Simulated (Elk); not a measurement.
# Does YCrCu4 carry moments in Elk?, part 2 of 2

Aim: find out whether YCrCu4 carries moments when they start parallel, and what they gain.

Elk 11.2.3 (patched build); Wu-Cohen GGA; all-electron APW+lo, Dirac cores, scalar-relativistic bands.

So far. Step 2 (Order 1, typed as ferro +): After 25 cycles the largest moment stands at 3.63 μB.

## (3) Run 2 (no spin polarisation)

A run without seeds gives the energy of the state without moments.

elk.in

```
tasks
  0

xctype
  100 118 130

rgkmax
  7.0

nempty
  12

swidth
  0.001

epsengy
  1e-05

maxscl
  100

lmaxi
  2

mixtype
  3

mixsdb
  8

sppath
  './'

avec
  0.00000000000 6.69762402268 6.69762402268
  6.69762402268 0.00000000000 6.69762402268
  6.69762402268 6.69762402268 0.00000000000

atoms
  3
  'Y.in'
  1
  0.0000000000 0.0000000000 0.0000000000   0.000000 0.000000 0.000000
  'Cr.in'
  1
  0.2500000000 0.2500000000 0.2500000000   0.000000 0.000000 0.000000
  'Cu.in'
  4
  0.6242243300 0.6242243300 0.1273270000   0.000000 0.000000 0.000000
  0.6242243300 0.1273270000 0.6242243300   0.000000 0.000000 0.000000
  0.1273270000 0.6242243300 0.6242243300   0.000000 0.000000 0.000000
  0.6242243300 0.6242243300 0.6242243300   0.000000 0.000000 0.000000

ngridk
  6 6 6
```

Run with:

```console
OMP_NUM_THREADS=4 elk
```

Numbers of over 12 decimals in the logs are rounded to 6 here.

What it wrote:

```text
Warning(gndstate): core states of species 3 leak from the muffin-tin :   0.2377211065E-03

--- INFO.OUT ---
┌─────────────────────────┐
│ Elk code version 11.2.3 │
└─────────────────────────┘

All units are atomic (Hartree, Bohr, etc.)

┌─────────────────────────────────────────────────┐
│ Ground-state run starting from atomic densities │
└─────────────────────────────────────────────────┘

Lattice vectors :
   0.000000000       6.697624023       6.697624023
   6.697624023       0.000000000       6.697624023
   6.697624023       6.697624023       0.000000000

Species : 1 (Y)
 parameters loaded from : Y.in
 name : yttrium
 nuclear charge    :   -39.00000000
 electronic charge :    39.00000000
 atomic mass :    162065.4503
 muffin-tin radius :    2.600000000
 number of radial points in muffin-tin :   1193
 inner part over the whole radius :   0.9871815862E-02
 number on inner part of muffin-tin    :    847
 approximate nuclear radius :   0.8135895711E-04
 number of mesh points to nuclear radius :    416
 atomic positions (lattice), magnetic fields (Cartesian) :
  1 :   0.00000000  0.00000000  0.00000000    0.00000000  0.00000000  0.00000000

Species : 2 (Cr)
 parameters loaded from : Cr.in
 name : chromium
 nuclear charge    :   -24.00000000
 electronic charge :    24.00000000
 atomic mass :    94783.09202
 muffin-tin radius :    2.400000000
 number of radial points in muffin-tin :    993
 inner part over the whole radius :   0.9857795597E-02
 number on inner part of muffin-tin    :    699
 approximate nuclear radius :   0.6987106690E-04
 number of mesh points to nuclear radius :    328
 atomic positions (lattice), magnetic fields (Cartesian) :
  1 :   0.25000000  0.25000000  0.25000000    0.00000000  0.00000000  0.00000000

Species : 3 (Cu)
 parameters loaded from : Cu.in
 name : copper
 nuclear charge    :   -29.00000000
 electronic charge :    29.00000000
 atomic mass :    115837.2717
 muffin-tin radius :    2.328273638
 number of radial points in muffin-tin :    993
 inner part over the whole radius :   0.9981837870E-02
 number on inner part of muffin-tin    :    701
 approximate nuclear radius :   0.7406004541E-04
 number of mesh points to nuclear radius :    337
 atomic positions (lattice), magnetic fields (Cartesian) :
  1 :   0.62422433  0.62422433  0.12732700    0.00000000  0.00000000  0.00000000
  2 :   0.62422433  0.12732700  0.62422433    0.00000000  0.00000000  0.00000000
  3 :   0.12732700  0.62422433  0.62422433    0.00000000  0.00000000  0.00000000
  4 :   0.62422433  0.62422433  0.62422433    0.00000000  0.00000000  0.00000000

Total number of atoms per unit cell :    6
Total muffin-tin volume :    342.9989365
 ratio of muffin-tin to unit cell volume :   0.5708217132

Spin treatment :
 spin-unpolarised

Number of Bravais lattice symmetries :   48
Number of crystal symmetries         :   24
Crystal has no inversion symmetry
Complex Hermitian eigensolver will be used

k-point grid :      6     6     6
k-point offset :    0.000000000       0.000000000       0.000000000
k-point set is reduced with full crystal symmetry group
Total number of k-points :       22

Muffin-tin radius times maximum |G+k| :    7.000000000
 using average radius
Maximum |G+k| for APW functions       :    2.934375921
Maximum (1/2)|G+k|²                   :    4.305281022
Maximum |G| for potential and density :    12.00000000
Constant for pseudocharge density :    8
 order of it for each species :   15  15  15
 order of it for pair densities of each species (exact exchange by exxq0 0: 15) :   12  10   9
Radial integration step length :    1

G-vector grid sizes :     40    40    40
Number of G-vectors :    17477

Maximum angular momentum used for
 APW functions            :    8
 outer part of muffin-tin :    6
 inner part of muffin-tin :    2

Number of empty states         :     72
Total number of valence states :    119
Total number of core states    :     86

Third-order local-orbitals added for an l without core states : T
Total number of local-orbitals :    124

Using Libxc version 7.0.0
Exchange-correlation functional :    100   118   130
 gga_x_wc; gga_c_pbe
 gradient requirement :    2
 generalised gradient approximation (GGA)

Smearing type :    3
 Fermi-Dirac
Smearing width :   0.1000000000E-02
Effective electronic temperature (K) :    315.7750248

Mixing type :    3
 Broyden mixing, J. Phys. A: Math. Gen. 17, L317 (1984)

Kohn-Sham potential initialised from atomic data

┌──────────────────────────────┐
│ Self-consistent loop started │
└──────────────────────────────┘

┌─────────────────┐
│ Loop number : 1 │
└─────────────────┘

Energies :
 Fermi                       :     0.220645
 sum of occupied eigenvalues :     -6405.4968371606
 electron kinetic            :      11231.929721970
 core electron kinetic       :      10390.002913615
 Coulomb                     :     -21863.282021330
 Coulomb potential           :     -17165.548428811
 nuclear-nuclear             :     -1665.1351433861
 electron-nuclear            :     -23283.749649398
 Hartree                     :      3085.6027714541
 Madelung                    :     -13280.507806925
 xc potential                :     -471.87813031959
 exchange                    :     -412.38880821707
 correlation                 :     -8.641060
 electron entropic           :    -0.15487512710364E-02
 total energy                :     -11052.383716392

Density of states at Fermi energy :    473.2715030
 (states/Hartree/unit cell)

Estimated indirect band gap :   0.1003676781E-02
 from k-point 20 to k-point 11
Estimated direct band gap   :   0.2158152088E-02
 at k-point 20

Charges :
 core                        :    86.00000000
 valence                     :    93.00000000
 interstitial                :    9.338920055
 muffin-tins (core leakage)
  species : 1 (Y)
   atom 1                    :    38.11548060     (  0.9029631244E-05)
  species : 2 (Cr)
   atom 1                    :    21.05564084     ( -0.2234875520E-06)
  species : 3 (Cu)
   atom 1                    :    27.62248963     (  0.2706343766E-03)
   atom 2                    :    27.62248963     (  0.2706343766E-03)
   atom 3                    :    27.62248963     (  0.2706343766E-03)
   atom 4                    :    27.62248963     (  0.2706343766E-03)
 total in muffin-tins        :    169.6610799
 total calculated charge     :    178.9982452
 total charge                :    179.0000000
 error                       :   0.1754819790E-02

[... earlier loops left out ...]

┌──────────────────┐
│ Loop number : 23 │
└──────────────────┘

Energies :
 Fermi                       :     0.258176
 sum of occupied eigenvalues :     -6401.6155975023
 electron kinetic            :      11285.891100612
 core electron kinetic       :      10388.936713368
 Coulomb                     :     -21913.623361084
 Coulomb potential           :     -17130.655858061
 nuclear-nuclear             :     -1665.1351433861
 electron-nuclear            :     -23419.729256523
 Hartree                     :      3171.2410388255
 Madelung                    :     -13348.295432053
 xc potential                :     -556.85084005378
 exchange                    :     -417.62213508038
 correlation                 :     -8.645111
 electron entropic           :    -0.95590950208287E-03
 total energy                :     -11054.000462516

Density of states at Fermi energy :    292.7587744
 (states/Hartree/unit cell)

Estimated indirect band gap :   0.6063583149E-03
 from k-point 14 to k-point 20
Estimated direct band gap   :   0.1909748086E-02
 at k-point 14

Charges :
 core                        :    86.00000000
 valence                     :    93.00000000
 interstitial                :    7.030623285
 muffin-tins (core leakage)
  species : 1 (Y)
   atom 1                    :    36.91256224     (  0.8812438253E-05)
  species : 2 (Cr)
   atom 1                    :    22.52825213     ( -0.2234884171E-06)
  species : 3 (Cu)
   atom 1                    :    28.13214059     (  0.2377211065E-03)
   atom 2                    :    28.13214059     (  0.2377211065E-03)
   atom 3                    :    28.13214059     (  0.2377211065E-03)
   atom 4                    :    28.13214059     (  0.2377211065E-03)
 total in muffin-tins        :    171.9693767
 total calculated charge     :    178.9982957
 total charge                :    179.0000000
 error                       :   0.1704308461E-02

┌──────────────────────────────┐
│ Self-consistent loop stopped │
└──────────────────────────────┘

Warning : core states of species 3 leak from the muffin-tin :   0.2377211065E-03

Wrote STATE.OUT
```

Elapsed: 41 s, on 4 threads of Arm Neoverse V1, shared host; peak memory 0.21 GiB; 2.5 min of CPU time.

This step gave:

```
density of states at the Fermi level : 10.76 states/eV/cell
final state                          : non-magnetic (no spin polarisation)
```

It lies 1478 meV a seeded atom over the first start.

## (4) An attempt with other settings

A slip in the input shows what the program catches and what it lets pass.

elk.in

```
tasks
  0

xctype
  100 118 130

rgkmax
  7.0

nempty
  12

swidth
  0.001

reducebf
  0.5

epsengy
  1e-05

maxscl
  75

lmaxi
  2

mixtype
  3

mixsdb
  8

spinpol
  .true.

sppath
  './'

avec
  0.00000000000 6.69762402268 6.69762402268
  6.69762402268 0.00000000000 6.69762402268
  6.69762402268 6.69762402268 0.00000000000

atoms
  3
  'y_paw.in'
  1
  0.0000000000 0.0000000000 0.0000000000   0.000000 0.000000 0.000000
  'Cr.in'
  1
  0.2500000000 0.2500000000 0.2500000000   0.000000 0.000000 -0.075000
  'Cu.in'
  4
  0.6242243300 0.6242243300 0.1273270000   0.000000 0.000000 0.000000
  0.6242243300 0.1273270000 0.6242243300   0.000000 0.000000 0.000000
  0.1273270000 0.6242243300 0.6242243300   0.000000 0.000000 0.000000
  0.6242243300 0.6242243300 0.6242243300   0.000000 0.000000 0.000000

ngridk
  6 6 6
```

Run with:

```console
OMP_NUM_THREADS=4 elk
```

What it wrote:

```text
┌─────────────────────────────────┐
│ Elk code version 11.2.3 started │
└─────────────────────────────────┘

Info(readinput): the functional depends on the density's gradient
 muffin-tin radial points multiplied by    2.00000
 (not where nrmtscf is given)

Error(readspecies): error opening species file ./y_paw.in
```

Elapsed: 0.01 s, on 4 threads; peak memory 0.05 GiB.

The input was rejected at the start.

The program's message: “Error(readspecies): error opening species file ./y_paw.in”

The fault put into the input: a species file that isn't there.

The file named under atoms must lie in sppath.

## (5) Energies of the orders

These are free energies at a smearing of 0.0272 eV, so its entropy term is in the differences. They are divided by the number of seeded atoms, so that cells of unlike size compare.

Orders:

```tsv
start	final state	typed order kept	energy over the lowest (meV a seeded atom)	largest sphere moment (μB)	net moment (μB a primitive cell)	DOS at the Fermi level (states/eV a primitive cell)	mesh matched	CPU time (s)
ferro +	ferromagnetic	yes	0	3.625	4.637	7.293	yes	1329
no spin polarisation	non-magnetic	-	1478	0	0	10.76	yes	148.1
```

## (6) Orbital moments

Orbital moments arise only with spin–orbit coupling, and measured moments hold them.

The run goes on from the saved lowest state, with the moments along the z axis of the cell.

elk.in: that of step 4 with these lines changed.

```diff
@@ -1,3 +1,4 @@
 tasks
-  0
+  1
+  15
 
@@ -22,6 +23,6 @@
 maxscl
-  75
+  100
 
 lmaxi
-  2
+  3
 
@@ -34,2 +35,8 @@
 spinpol
+  .true.
+
+spinorb
+  .true.
+
+cmagz
   .true.
@@ -46,3 +53,3 @@
   3
-  'y_paw.in'
+  'Y.in'
   1
@@ -51,3 +58,3 @@
   1
-  0.2500000000 0.2500000000 0.2500000000   0.000000 0.000000 -0.075000
+  0.2500000000 0.2500000000 0.2500000000   0.000000 0.000000 -0.000075
   'Cu.in'
```

Run with:

```console
OMP_NUM_THREADS=4 elk
```

What it wrote:

```text
Warning(gndstate): core states of species 3 leak from the muffin-tin :   0.2381055838E-03
Warning(chksvso): spin-orbit splittings by the second variation are low [figures from our tests cut]: local-orbitals by j (lorbdm 7 and 8, zora) mend levels alone

--- INFO.OUT ---
┌─────────────────────────┐
│ Elk code version 11.2.3 │
└─────────────────────────┘

All units are atomic (Hartree, Bohr, etc.)

┌──────────────────────────────────────────┐
│ Ground-state run resuming from STATE.OUT │
└──────────────────────────────────────────┘

Lattice vectors :
   0.000000000       6.697624023       6.697624023
   6.697624023       0.000000000       6.697624023
   6.697624023       6.697624023       0.000000000

Species : 1 (Y)
 parameters loaded from : Y.in
 name : yttrium
 nuclear charge    :   -39.00000000
 electronic charge :    39.00000000
 atomic mass :    162065.4503
 muffin-tin radius :    2.600000000
 number of radial points in muffin-tin :   1193
 inner part over the whole radius :   0.9871815862E-02
 number on inner part of muffin-tin    :    847
 approximate nuclear radius :   0.8135895711E-04
 number of mesh points to nuclear radius :    416
 atomic positions (lattice), magnetic fields (Cartesian) :
  1 :   0.00000000  0.00000000  0.00000000    0.00000000  0.00000000  0.00000000

Species : 2 (Cr)
 parameters loaded from : Cr.in
 name : chromium
 nuclear charge    :   -24.00000000
 electronic charge :    24.00000000
 atomic mass :    94783.09202
 muffin-tin radius :    2.400000000
 number of radial points in muffin-tin :    993
 inner part over the whole radius :   0.9857795597E-02
 number on inner part of muffin-tin    :    699
 approximate nuclear radius :   0.6987106690E-04
 number of mesh points to nuclear radius :    328
 atomic positions (lattice), magnetic fields (Cartesian) :
  1 :   0.25000000  0.25000000  0.25000000    0.00000000  0.00000000  0.00000000

Species : 3 (Cu)
 parameters loaded from : Cu.in
 name : copper
 nuclear charge    :   -29.00000000
 electronic charge :    29.00000000
 atomic mass :    115837.2717
 muffin-tin radius :    2.328273638
 number of radial points in muffin-tin :    993
 inner part over the whole radius :   0.9981837870E-02
 number on inner part of muffin-tin    :    701
 approximate nuclear radius :   0.7406004541E-04
 number of mesh points to nuclear radius :    337
 atomic positions (lattice), magnetic fields (Cartesian) :
  1 :   0.62422433  0.62422433  0.12732700    0.00000000  0.00000000  0.00000000
  2 :   0.62422433  0.12732700  0.62422433    0.00000000  0.00000000  0.00000000
  3 :   0.12732700  0.62422433  0.62422433    0.00000000  0.00000000  0.00000000
  4 :   0.62422433  0.62422433  0.62422433    0.00000000  0.00000000  0.00000000

Total number of atoms per unit cell :    6
Total muffin-tin volume :    342.9989365
 ratio of muffin-tin to unit cell volume :   0.5708217132

Spin treatment :
 spin-polarised
 spin-orbit coupling
 global magnetic field (Cartesian) :    0.000000000       0.000000000       0.000000000
 collinear magnetisation in z-direction

Number of Bravais lattice symmetries :   48
Number of crystal symmetries         :    4
Crystal has no inversion symmetry
Complex Hermitian eigensolver will be used

k-point grid :      6     6     6
k-point offset :    0.000000000       0.000000000       0.000000000
k-point set is reduced with full crystal symmetry group
Total number of k-points :       58

Muffin-tin radius times maximum |G+k| :    7.000000000
 using average radius
Maximum |G+k| for APW functions       :    2.934375921
Maximum (1/2)|G+k|²                   :    4.305281022
Maximum |G| for potential and density :    12.00000000
Constant for pseudocharge density :    8
 order of it for each species :   15  15  15
 order of it for pair densities of each species (exact exchange by exxq0 0: 15) :   12  10   9
Radial integration step length :    1

G-vector grid sizes :     40    40    40
Number of G-vectors :    17477

Maximum angular momentum used for
 APW functions            :    8
 outer part of muffin-tin :    6
 inner part of muffin-tin :    3

Number of empty states         :     72
Total number of valence states :    238
Total number of core states    :     86

Third-order local-orbitals added for an l without core states : T
Total number of local-orbitals :    124

Using Libxc version 7.0.0
Exchange-correlation functional :    100   118   130
 gga_x_wc; gga_c_pbe
 gradient requirement :    2
 generalised gradient approximation (GGA)

Smearing type :    3
 Fermi-Dirac
Smearing width :   0.1000000000E-02
Effective electronic temperature (K) :    315.7750248

Mixing type :    3
 Broyden mixing, J. Phys. A: Math. Gen. 17, L317 (1984)

Potential read in from STATE.OUT

┌──────────────────────────────┐
│ Self-consistent loop started │
└──────────────────────────────┘

[... earlier loops left out ...]

┌──────────────────┐
│ Loop number : 13 │
└──────────────────┘

Energies :
 Fermi                       :     0.262462
 sum of occupied eigenvalues :     -6400.8957288181
 electron kinetic            :      11286.234353290
 core electron kinetic       :      10388.934624181
 Coulomb                     :     -21913.858271219
 Coulomb potential           :     -17130.059086521
 nuclear-nuclear             :     -1665.1351433861
 electron-nuclear            :     -23420.811371222
 Hartree                     :      3172.0882433885
 Madelung                    :     -13348.828727959
 xc potential                :     -556.82361928034
 xc effective B-field        :    -0.247376
 external B-field            :      0.000000
 exchange                    :     -417.80767839885
 correlation                 :     -8.626910
 electron entropic           :    -0.63134200888294E-03
 total energy                :     -11054.059137375
 (external B-field energy excluded from total)

Density of states at Fermi energy :    199.6471089
 (states/Hartree/unit cell)

Estimated indirect band gap :   0.7417274732E-03
 from k-point 25 to k-point 53
Estimated direct band gap   :   0.9984378161E-03
 at k-point 4

Charges :
 core                        :    86.00000000
 valence                     :    93.00000000
 interstitial                :    6.979370876
 muffin-tins (core leakage)
  species : 1 (Y)
   atom 1                    :    36.92892984     (  0.8819681216E-05)
  species : 2 (Cr)
   atom 1                    :    22.51871208     ( -0.2234887369E-06)
  species : 3 (Cu)
   atom 1                    :    28.14324680     (  0.2381055838E-03)
   atom 2                    :    28.14324680     (  0.2381055838E-03)
   atom 3                    :    28.14324680     (  0.2381055838E-03)
   atom 4                    :    28.14324680     (  0.2381055838E-03)
 total in muffin-tins        :    172.0206291
 total calculated charge     :    178.9983760
 total charge                :    179.0000000
 error                       :   0.1624039236E-02

Moments :
 interstitial                :   0.5850585335
 muffin-tins
  species : 1 (Y)
   atom 1                    :   0.1159191310
  species : 2 (Cr)
   atom 1                    :    3.623828908
  species : 3 (Cu)
   atom 1                    :   0.7674461717E-01
   atom 2                    :   0.7674461717E-01
   atom 3                    :   0.7674461717E-01
   atom 4                    :   0.7674461717E-01
 total in muffin-tins        :    4.046726508
 total moment                :    4.631785041

┌──────────────────────────────┐
│ Self-consistent loop stopped │
└──────────────────────────────┘

Warning : core states of species 3 leak from the muffin-tin :   0.2381055838E-03

Wrote STATE.OUT
```

It took 13 min on 4 threads; peak memory 0.7 GiB.

Spin moment in the muffin-tin sphere by atom:

```tsv
atom	spin moment in the muffin-tin sphere (μB)
Y1	0.12
Cr2	3.62
Cu3	0.08
Cu4	0.08
Cu5	0.08
Cu6	0.08
```

Numbers from this step:

```
density of states at the Fermi level : 7.337 states/eV/cell
moment between the spheres           : 0.5851 μB
magnetization                        : 4.632 μB
final state                          : ferromagnetic
```

Orbital moment <L> in the sphere by atom:

```tsv
atom	x (μB)	y (μB)	z (μB)	size
Y1	0.0000	0.0000	-0.0026	0.0026
Cr2	0.0000	0.0000	-0.0213	0.0213
Cu3	-0.0005	-0.0005	0.0054	0.0054
Cu4	0.0005	-0.0005	0.0054	0.0054
Cu5	-0.0005	0.0005	0.0054	0.0054
Cu6	0.0005	0.0005	0.0054	0.0054
```

## (7) Outcome

```
lower run                                                            : with moments
largest site moment                                                  : 3.63 μB
energy gained by spin polarisation                                   : 1478 meV a seeded atom
with spin–orbit coupling: largest spin moment and its orbital moment : 3.62 and -0.0213 μB
```

What this shows: The crystal holds moments, up to 3.63 μB, and gains 1478 meV a seeded atom by them. The orbital moment is almost quenched. No antiferromagnetic order was tried, so the session says nothing on how the moments order.

[Logs and program files are shortened in this print: banners, set-up blocks, solver, clock and traceback lines can be left out without a mark of their own.]

[Logs are printed without paths, hosts, clocks, repeated set-up lines and the standing remarks that a program may print on its own settings, such as how far it seeks lower states.]

[Hosts, paths, dates, database ids (printed as entryN), source tags and the programs' standing remarks are cut or masked in the printed files.]

[Where a cell is said to come from a database of computed structures, the database is the Materials Project.]
